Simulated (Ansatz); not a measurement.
# Phonons of ZnS (Wurtzite-2H, P6_3mc) against volume, part 2 of 3

Aim: how do the optical modes of ZnS (Wurtzite-2H, P6_3mc) move with volume?

Ansatz 0.2.0; DFT PBE, scalar-relativistic, plane waves, PAW; PAW set soft_1.

So far: Starting point; Relaxation.

The database entry behind the starting cell differs from later determinations by our own check (about 0.4 % short), so it need not match the best structure at ambient conditions.

### Step 3. Tight relaxation

A first tight relaxation and response on 9×9×6 k points, not shown, drew a warning on the mesh, so the tight relaxation is repeated on 12×12×8 points.

input.yaml

```yaml
crystal:
  lattice:
    - [3.8452943604, 0.0, 0.0]
    - [-1.9226471802, 3.3301226011, 0.0]
    - [0.0, 0.0, 6.3055085914]
  atoms:
    - { symbol: S, position: [0.3333333333, 0.6666666667, 0.3797622411] }
    - { symbol: S, position: [0.6666666667, 0.3333333333, 0.8797622411] }
    - { symbol: Zn, position: [0.3333333333, 0.6666666667, 0.0052377589] }
    - { symbol: Zn, position: [0.6666666667, 0.3333333333, 0.5052377589] }
kpoints:
  mp_grid: { grid: [12, 12, 8] }
hamiltonian:
  xc: pbe
  pseudopotentials: { kind: paw, azcp: { folder: soft_1 } }
scf:
  occupations: { method: fixed }
output:
  forces: true
  stress: true
  eigenvalues: true
relax:
  adjacent_minimum: "off"
  f_tol: 0.001
  max_steps: 60
  cell: { stress_tol: 0.01 }
```

Run with:

```bash
$ ansatz run input.yaml --threads 8 --pin off --max-ram 16384MiB --backend cpu --events-out ev --progress --plain --runs-dir out
```

Numbers of over 12 decimals in the logs are rounded to 6 here.

Log:

```text
[...]
Crystal: 4 atoms, lattice volume = 80.744 Å³
Basis set: ecut = 420 eV, 1581 PW (Γ), exchange–correlation on 54×54×90 points (8 copies of the dense FFT grid, shifted against one another)
Bands: 22, of which v1, the nominal top of the filled ones, is band 18 counted from 1 (17 counted from 0)
Symmetry: 12 space group operations
[...]
k-points: 95 of 1152 (time reversal used)
[...]
--- Relaxed structure (1 steps of the walk, 1 accepted, 1 SCFs on fresh bases) ---
[...]
cell:  # Å, volume = 80.7439 Å³
    - [3.845294, 0.0, 0.0]
    - [-1.922647, 3.330123, 0.0]
    - [0.0, 0.0, 6.3055085914]
  atoms:
    - { symbol: S, position: [0.333333, 0.666667, 0.379762] }
    - { symbol: S, position: [0.666667, 0.333333, 0.879762] }
    - { symbol: Zn, position: [0.333333, 0.666667, 0.00523776] }
    - { symbol: Zn, position: [0.666667, 0.333333, 0.5052377589] }
[key lines of the parts left out:]
SCF converged after 6 iterations
Free energy (F): -8445.460897 eV
Fermi energy:    5.493881 eV
P = ⅓ Tr σ = -0.0034 GPa (-0.034 kbar)
```

Elapsed: 6.8 s, on 8 threads of Intel Xeon at 2.70GHz, shared host; peak memory 0.54 GiB.

Little changed from the start: no atom moved by 0.005 Å and no cell edge by 0.1 %.

Numbers from this step:

```yaml
pressure: -0.003424 GPa
```

The largest force component left is 0.10 meV/Å and the pressure is -0.003 GPa, within the tolerances set. The cell now holds 20.19 Å³/atom.

### Step 4. Modes at rest

The modes at rest are the reference of the series, and the response to a field gives the dielectric tensor and the Born charges.

input.yaml: that of step 3 with these lines changed.

```diff
@@ -18,9 +18,7 @@
 output:
-  forces: true
-  stress: true
   eigenvalues: true
-relax:
-  adjacent_minimum: "off"
-  f_tol: 0.001
-  max_steps: 60
-  cell: { stress_tol: 0.01 }
+phonons:
+  method: dfpt
+  dielectric: true
+  rigid_motions: translations
+  raman: true
```

Log:

```text
[...]
Crystal: 4 atoms, lattice volume = 80.744 Å³
Basis set: ecut = 420 eV, 1581 PW (Γ), exchange–correlation on 54×54×96 points (8 copies of the dense FFT grid, shifted against one another)
Bands: 22, of which v1, the nominal top of the filled ones, is band 18 counted from 1 (17 counted from 0)
Symmetry: 12 space group operations
k-points: 320 of 1152 (irreducible under 2 space group operations, time reversal used)
[...]
SCF iter   1: F=—  HF=-8445.650932 eV  |F-HF|=—  |Δ(HF+E_count)|=         —  Δρ=4.12e-2  dr2=8.27e-1  ethr=3.10e-3  ⟨swp⟩=5.1  Hψ=35237  notcnv=0  defer=605
[...]
SCF iter  11: F=-8445.460897 eV  HF=-8445.460897 eV  |F-HF|=3.46e-11  |Δ(HF+E_count)|=  2.56e-10  Δρ=1.93e-7  dr2=2.25e-11  ethr=1.00e-12  ⟨swp⟩=10.9  Hψ=54516  notcnv=0
SCF 1 converged in 11 iterations: F = -8445.460897 eV  dr2 = 2.25e-11
[...]
DFPT response loops at Γ: preconditioner auto → Resta (q_TF=auto, 2.385 Å⁻¹)  ε∞=5.4 (no band partly filled); β = 1.00, the filter's whole step (`scf.mixing.beta` (0.50) is not read by the response loops at its default; to damp them type it under 1.00, their step now; it binds the ground state too); Broyden in place of MSR1
── the response to a field inside a basis, on 12×12×8 k-points: an SCF that follows is theirs, and a resumed run solves both again ──
Bands: 19, of which v1, the nominal top of the filled ones, is band 18 counted from 1 (17 counted from 0)
k-points: 168
[...]
Eigensolver: Dense (168 Hₖ)
SCF iter   1: F=—  HF=-8445.457554 eV  |F-HF|=—  |Δ(HF+E_count)|=         —  Δρ=1.42e-4  dr2=4.98e-6  ethr=1.00e-1
[...]
SCF iter   6: F=-8445.457555 eV  HF=-8445.457555 eV  |F-HF|=2.36e-11  |Δ(HF+E_count)|=  3.98e-10  Δρ=1.74e-7  dr2=3.05e-11  ethr=1.00e-12
SCF 1 converged in 6 iterations: F = -8445.457555 eV  dr2 = 3.05e-11
[...]
SCF converged after 11 iterations
Free energy (F): -8445.460897 eV
[...]
Internal energy: -8445.460897 eV  (E = F + TS)
E sigma→0 (E₀):  -8445.460897 eV
Fermi energy:    5.493882 eV
[...]
--- Band table (eV; the first three rows and the last of 320) ---
  k-point 0: bands = [... 14 lower, 4.6379, 5.4194, 5.4939, 5.4939, 7.5684, 8.5392, 11.7983, 11.7983]
  k-point 1: bands = [... 14 lower, 4.6679, 5.0675, 5.4582, 5.4582, 7.8854, 8.5776, 11.8199, 11.8199]
  k-point 2: bands = [... 14 lower, 4.7542, 4.7542, 5.3582, 5.3582, 8.4652, 8.6865, 11.7391, 11.8931]
  k-point 319: bands = [... 14 lower, 3.0626, 3.0626, 4.1004, 4.1004, 9.9138, 9.9138, 11.7717, 11.7717]
--- Phonons (Γ-DFPT): 4 representative perturbations + reference, on 320 of 1152 k-points (Σ response iterations 13) ---
  k mesh reduced under 2 symmetry operations, with k and −k counted as one. Each operation leaves every solved perturbation unchanged. A smaller set is not considered because the run solves the response to a homogeneous field
  ASR residual: 1.376e-4 → 0.000e0 eV/Å²; symmetrization residual: 2.200e-5 eV/Å²
  ASR residual per site (eV/Å²): 8.13e-5 8.13e-5 1.38e-4 1.38e-4
  Γ frequencies (cm⁻¹): 0.00 0.00 0.00 70.21 70.21 187.65 257.08 262.79 262.79 268.07 268.07 321.35
  ε∞ (high-frequency dielectric tensor):
        5.819962     0.000000     0.000000
        0.000000     5.819962    -0.000000
        0.000000    -0.000000     5.934812
  ε⁰ (static dielectric tensor: ions relaxed, cell fixed):
        8.977072     0.000000     0.000000
        0.000000     8.977072     0.000000
        0.000000     0.000000     9.587249
  ε⁰ − ε∞ (ionic part):
        3.157110     0.000000     0.000000
        0.000000     3.157110     0.000000
        0.000000     0.000000     3.652437
  softest optical mode at Γ: 70.21 cm⁻¹; the repairs (sum rule, projections) moved no ω² at Γ by more than (1.71 cm⁻¹)²
  Born effective charges Z* (e; rows j = field, columns β = displacement):
    site 0:
        -1.96161   -0.00000   -0.00000
        -0.00000   -1.96161    0.00000
        -0.00000   -0.00000   -2.06411
    site 1:
        -1.96161   -0.00000   -0.00000
         0.00000   -1.96161   -0.00000
        -0.00000    0.00000   -2.06411
    site 2:
         1.96161    0.00000    0.00000
         0.00000    1.96161    0.00000
         0.00000    0.00000    2.06411
    site 3:
         1.96161    0.00000    0.00000
         0.00000    1.96161   -0.00000
         0.00000   -0.00000    2.06411
  Z* charge neutrality: 1.618e-3 e pre-enforcement
  solved inside a basis spanned on kpoints, on 12×12×8 k-points transformed towards the longest dipole: ε∞ is read to err by 1.9e-2, Z* by 1.4e-2 e (field_mesh: kpoints solves on kpoints); Z* is corrected for what the basis lacks
  Raman tensors (in the event stream and the table raman_tensors.tsv): an entry may err by 3.4e-2 Å², one of the second-order susceptibility by 9.1e-1 pm/V (basis, points and sum rule); their sum over the sites missed zero by 3.360e-4 Å² ahead of its enforcement
  optical modes at Γ without the LO–TO term, one row a degenerate level:
      ω (cm⁻¹)  modes    IR ((D/Å)²/amu)  static Raman (Å⁴/amu)  depolarisation
         70.21      2             0.0000                 0.1368           0.750
        187.65      1             0.0000                 0.0000               —
        257.08      1             9.1387                 2.9481           0.694
        262.79      2            16.5073                 3.0605           0.750
        268.07      2             0.0000                 4.0238           0.750
        321.35      1             0.0000                 0.0000               —
  optical modes at Γ + LO–TO along q̂ = [1.0000, 0.0000, 0.0000]:
      ω (cm⁻¹)  modes    IR ((D/Å)²/amu)  static Raman (Å⁴/amu)  depolarisation
         70.21      2             0.0000                 0.1368           0.750
        187.65      1             0.0000                 0.0000               —
        257.08      1             9.1387                 2.9481           0.694
        262.79      1             8.2536                 1.5302           0.750
        268.07      2             0.0000                 4.0238           0.750
        321.35      1             0.0000                 0.0000               —
        326.37      1             8.2536                 0.2839           0.750
  optical modes at Γ + LO–TO along q̂ = [0.0000, 1.0000, 0.0000]:
      ω (cm⁻¹)  modes    IR ((D/Å)²/amu)  static Raman (Å⁴/amu)  depolarisation
         70.21      2             0.0000                 0.1368           0.750
        187.65      1             0.0000                 0.0000               —
        257.08      1             9.1387                 2.9481           0.694
        262.79      1             8.2536                 1.5302           0.750
        268.07      2             0.0000                 4.0238           0.750
        321.35      1             0.0000                 0.0000               —
        326.37      1             8.2536                 0.2839           0.750
  optical modes at Γ + LO–TO along q̂ = [0.0000, 0.0000, 1.0000]:
      ω (cm⁻¹)  modes    IR ((D/Å)²/amu)  static Raman (Å⁴/amu)  depolarisation
         70.21      2             0.0000                 0.1368           0.750
        187.65      1             0.0000                 0.0000               —
        262.79      2            16.5073                 3.0605           0.750
        268.07      2             0.0000                 4.0238           0.750
        321.35      1             0.0000                 0.0000               —
        326.75      1             9.1387                 4.5541           0.589
```

The job ended after 5.3 min (8 threads; peak memory 2.8 GiB).

This step gave:

| Quantity | Value |
| --- | --- |
| sum-rule residual before enforcement | 1.38e-4 eV/Å² |
| miss of the charge sum rule | 0.001618 e |
| estimated error of the dielectric tensor | 0.01940 |
| estimated error of the Born charges | 0.01440 e |
| point group | 6mm |
| highest optical mode at the zone centre (no LO-TO term) | 321.4 cm⁻¹ |
| lowest optical zone-centre mode | 70.21 cm⁻¹ |
| mean high-frequency dielectric constant | 5.858 |
| largest Born charge (third of the trace) | -1.996 e |
| mean static dielectric constant | 9.180 |
| top of the zone-centre spectrum with the field | 326.8 cm⁻¹ |

Without the LO-TO term. Patterns of degenerate modes are one choice out of their space. The modes at Γ (shares of kinetic energy by element, %):

```csv
mode,frequency (cm⁻¹),symmetry,S %,Zn %
1,0.0,acoustic,33,67
2,0.0,acoustic,33,67
3,0.0,acoustic,33,67
4,70.2,E2,24,76
5,70.2,E2,24,76
6,187.7,B1,3,97
7,257.1,A1,67,33
8,262.8,E1,67,33
9,262.8,E1,67,33
10,268.1,E2,76,24
11,268.1,E2,76,24
12,321.4,B1,97,3
```

Displacements in mode 4 (70.2 cm⁻¹), the largest set to 1:
```
S1  -0.02  0.81  0.00
S2   0.02 -0.81  0.00
Zn3  0.02 -1.00  0.00
Zn4 -0.02  1.00  0.00
```

Displacements in mode 6 (187.7 cm⁻¹), the largest set to 1:
```
S1   0.00  0.00 -0.23
S2   0.00  0.00  0.23
Zn3  0.00  0.00 -1.00
Zn4  0.00  0.00  1.00
```

Optical modes at the zone centre, without and with the macroscopic field of the longitudinal modes; each column is sorted by frequency, so a row need not hold one and the same mode. Modes with and without the field, by row:

```csv
rank among optical modes,no field (cm⁻¹),"q along (1, 0, 0) (cm⁻¹)","q along (0, 0, 1) (cm⁻¹)"
1,70.2,70.2,70.2
2,70.2,70.2,70.2
3,187.7,187.7,187.7
4,257.1,257.1,262.8
5,262.8,262.8,262.8
6,262.8,268.1,268.1
7,268.1,268.1,268.1
8,268.1,321.4,321.4
9,321.4,326.4,326.8
```

Born charge (rows field, columns displacement) (e), principal values of the symmetric part by kind of site:

```csv
atom,atoms with these values,low,middle,high,mean
S1,2,-2.06,-1.96,-1.96,-2.00
Zn3,2,1.96,1.96,2.06,2.00
```

In full for S1:

```
-1.96  0.00  0.00
 0.00 -1.96  0.00
 0.00  0.00 -2.06
```

High-frequency dielectric tensor:

```
5.82 0.00 0.00
0.00 5.82 0.00
0.00 0.00 5.93
```

Static dielectric tensor (ions relaxed, fixed cell):

```
8.98 0.00 0.00
0.00 8.98 0.00
0.00 0.00 9.59
```

Transverse modes. Lines of the infrared spectrum (strongest = 100):

```csv
position (cm⁻¹),label,relative intensity
70,E2,0.0
188,B1,0.0
257,A1,55
263,E1,100
268,E2,0.0
321,B1,0.0
```

Activity x (w_L - w)^4 (n + 1)/w, 532 nm, 300 K; the tensors are static ones, while 532 nm light lies above the computed direct gap, where resonance would change the heights; modes without the macroscopic field alone. Lines of the Raman spectrum (strongest = 100):

```csv
position (cm⁻¹),label,relative intensity
70,E2,34
188,B1,0.0
257,A1,78
263,E1,78
268,E2,100
321,B1,0.0
```

Before it was imposed, the acoustic sum rule was missed by 1.4e-4 eV/Å² and the charge sum rule by 0.0016 e. Small misses are needed for a sound result but don't prove that mesh and cutoff are converged. The lowest optical mode is real, 70.2 cm⁻¹.

### Step 5. Relaxation of a member: 1.06 times the volume at rest

The cell is set to 1.06 times the volume at rest, and shape and atoms relax at that volume.

input.yaml, the sections that differ from step 4:

```yaml
crystal:
  lattice:
    - [3.9218382917, 0.0, 0.0]
    - [-1.9609191459, 3.3964115901, 0.0]
    - [0.0, 0.0, 6.4254833709]
  atoms:
    - { symbol: S, position: [0.3333333333, 0.6666666667, 0.379944762] }
    - { symbol: S, position: [0.6666666667, 0.3333333333, 0.879944762] }
    - { symbol: Zn, position: [0.3333333333, 0.6666666667, 0.005055238] }
    - { symbol: Zn, position: [0.6666666667, 0.3333333333, 0.505055238] }
output:
  forces: true
  stress: true
  eigenvalues: true
relax:
  adjacent_minimum: "off"
  f_tol: 0.001
  max_steps: 60
  cell: { stress_tol: 0.01, fix: [volume] }
# kpoints, hamiltonian, scf: as in step 4
# phonons: removed
```

Log:

```text
[...]
Crystal: 4 atoms, lattice volume = 85.589 Å³
Basis set: ecut = 420 eV, 1713 PW (Γ), exchange–correlation on 54×54×90 points (8 copies of the dense FFT grid, shifted against one another)
Bands: 22, of which v1, the nominal top of the filled ones, is band 18 counted from 1 (17 counted from 0)
Symmetry: 12 space group operations
[...]
k-points: 95 of 1152 (time reversal used)
[...]
--- Relaxed structure (3 steps of the walk, 3 accepted, 1 SCFs on fresh bases) ---
[...]
cell:  # Å, volume = 85.5886 Å³
    - [3.922286, 2.8870692501790147e-11, 0]
    - [-1.961143, 3.396799, 0]
    - [0, 0, 6.424018]
  atoms:
    - { symbol: S, position: [0.333333, 0.666667, 0.380031] }
    - { symbol: S, position: [0.666667, 0.333333, 0.880031] }
    - { symbol: Zn, position: [0.333333, 0.666667, 0.00496887] }
    - { symbol: Zn, position: [0.666667, 0.333333, 0.504969] }
[key lines of the parts left out:]
SCF converged after 5 iterations
Free energy (F): -8445.404382 eV
Fermi energy:    4.779334 eV
P = ⅓ Tr σ = -3.5436 GPa (-35.436 kbar)
```

It took 13 s on 8 threads; peak memory 0.56 GiB; 88 s of CPU time.

Little changed from the start: no atom moved by 0.005 Å and no cell edge by 0.1 %.

Numbers from this step:

| Quantity | Value |
| --- | --- |
| pressure | -3.544 GPa |
| gap on the k-mesh | 1.825 eV |
| volume per atom | 21.40 Å³ |

The largest force component left is 0.48 meV/Å, at a pressure of -3.54 GPa.

(Part 2 of 3 ends here.)

[Logs are printed without paths, hosts, clocks, repeated set-up lines and the standing remarks that a program may print on its own settings, such as how far it seeks lower states.]

[Hosts, paths, dates, database ids (printed as entryN), source tags and the programs' standing remarks are cut or masked in the printed files.]
